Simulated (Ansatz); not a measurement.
# Calculated records

Quasiparticle gap of Ga2O3 (R-3c). It takes space group R-3c (No. 167, trigonal). Conventional cell: a = 4.997 Å, b = 4.997 Å, c = 13.451 Å, α = 90.00°, β = 90.00°, γ = 120.00°. Ga has 6 O at 1.93 to 2.08 Å nearest. O has 4 Ga at 1.93 to 2.08 Å nearest. Farther neighbours and most contacts between anions are not listed. The calculation used G0W0 on HSE06, plane waves, PAW (and 1 further level or step) in Ansatz 0.2.0, with cutoff 1020 eV, 4×4×4 k-mesh, {"kind": "paw", "source": "ansatz"}, empty bands 576, screening cutoff 190 eV, screening contour deformation, QP bands (v3, c3) in one of its runs. The HSE06 gap is 4.55 eV, indirect, the G0W0 gap on the mesh is 5.53 eV, from k = (0.000, 0.000, 0.250) to k = Γ and the G0W0 gap over the zone (rigid shift) is 5.45 eV. The GW settings are 4×4×4 mesh, 576 empty bands, screening to 190 eV, hard PAW files. The known limits are not at the basis limit; no spin-orbit coupling. It took 2 runs, 4.5 min in all on 1 × NVIDIA H100 80GB HBM3 (shared by 6 runs) with 3 threads of AMD EPYC 7R13 (Zen 3), shared host (the runs of this entry). G0W0 changes the gap by +0.91 eV, from 4.62 eV to 5.53 eV on the mesh: the valence edge shifts by −0.29 eV and the conduction edge by +0.61 eV on the run's own scale. Z is 0.80 and 0.86 at the edges, as usual for well-defined quasiparticles. In doubt: masses and optical values from hybrid runs of this build are listed as unsure (in some of the runs), which bears on the screening that GW takes from such a start. The cell and positions are those that the Materials Project relaxed with its own functionals (PBE, PBE+U or r2SCAN), kept fixed. This is not the form that Ga2O3 usually takes at ambient conditions. Limits: no spin-orbit coupling. Bands and cutoff are finite, so the gap is not at the basis limit. The miss can reach some tenths of an eV and take either sign; the mesh is an error of its own.

```xyz
10
Lattice="2.4987 1.4426 4.4835 -2.4987 1.4426 4.4835 0.0000 -2.8852 4.4835" Properties=species:S:1:pos:R:3 pbc="T T T"
Ga    0.0000    0.0000   11.5082
Ga    0.0000    0.0000    8.6678
Ga    0.0000    0.0000    1.9425
Ga    0.0000    0.0000    4.7829
O     0.7575    1.5732    5.6044
O     0.9837   -1.4426    5.6044
O    -1.7412   -0.1306    5.6044
O    -0.7575   -1.5732    7.8462
O     1.7412    0.1306    7.8462
O    -0.9837    1.4426    7.8462
```

[Paths, hosts, dates, memory and timing lines, banners, echoed tables and standing remarks are left out of the program output.]

[Logs are printed without paths, hosts, clocks, repeated set-up lines and the standing remarks that a program may print on its own settings, such as how far it seeks lower states.]

[Runs of the session that timed out or met a known fault of the program may be left out.]

[Cells called generated may have been cut or substituted from an entry of the Crystallography Open Database or the Materials Project.]

[Hosts, paths, dates, database ids (printed as entryN), source tags and the programs' standing remarks are cut or masked in the printed files.]
